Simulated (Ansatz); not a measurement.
Planning a run of Ansatz 0.2.0 on In2GaAsP2 (zincblende [001] superlattice). The input:

```yaml
crystal:
  lattice:
    - [4.1050956851, 0.0, 0.0]
    - [0.0, 4.0979990123, 0.0]
    - [0.0, 0.0, 17.4471179195]
  atoms:
    - { symbol: In, position: [0.0, 0.0, 0.0432998252] }
    - { symbol: P, position: [0.5, 0.0, 0.1285604049] }
    - { symbol: In, position: [0.5, 0.5, 0.214242971] }
    - { symbol: P, position: [0.0, 0.5, 0.2995325205] }
    - { symbol: In, position: [0.0, 0.0, 0.3850873542] }
    - { symbol: P, position: [0.5, 0.0, 0.4703928328] }
    - { symbol: In, position: [0.5, 0.5, 0.5558772797] }
    - { symbol: P, position: [0.0, 0.5, 0.6418374433] }
    - { symbol: Ga, position: [0.0, 0.0, 0.7146634203] }
    - { symbol: As, position: [0.5, 0.0, 0.7936238232] }
    - { symbol: Ga, position: [0.5, 0.5, 0.8728798871] }
    - { symbol: As, position: [0.0, 0.5, 0.951137708] }
kpoints:
  mp_grid: { grid: [4, 4, 2] }
hamiltonian:
  xc: pbesol
  pseudopotentials: { kind: paw, azcp: { folder: soft_1 }, xc_functional: pbe }
scf:
  occupations: { method: fixed }
gw:
  n_empty_bands: 309
  ecut_chi: 60
  qp_bands: [v4, c4]
  qp_kpoints: band_edges
  screening: { model: contour_deformation }
```

```sh
ansatz run input.yaml --threads 3 --pin off --max-ram 92160MiB --backend cuda --events-out ev --progress --plain --runs-dir out --devices 1 --max-vram 13GiB
```

How long will it take on 1 × NVIDIA H100 80GB HBM3 (shared by 6 runs) with 3 threads of AMD EPYC 7R13 (Zen 3), shared host, and how much memory?

It took 62 s; on shared hardware allow 31 s to 2.1 min. Peak host memory was 2.2 GiB. The sizes that set the cost: 5739 plane waves a state, 18 irreducible k points, 373 bands summed, 327 plane waves in the screening and 11 SCF cycles.

The screening grows as filled bands × empty bands × pairs of k points, times the square of the screening basis for the matrix.

[Paths, hosts, dates, memory and timing lines, banners, echoed tables and standing remarks are left out of the program output.]

[Logs are printed without paths, hosts, clocks, repeated set-up lines and the standing remarks that a program may print on its own settings, such as how far it seeks lower states.]

[Runs of the session that timed out or met a known fault of the program may be left out.]

[Cells called generated may have been cut or substituted from an entry of the Crystallography Open Database or the Materials Project.]

[Hosts, paths, dates, database ids (printed as entryN), source tags and the programs' standing remarks are cut or masked in the printed files.]
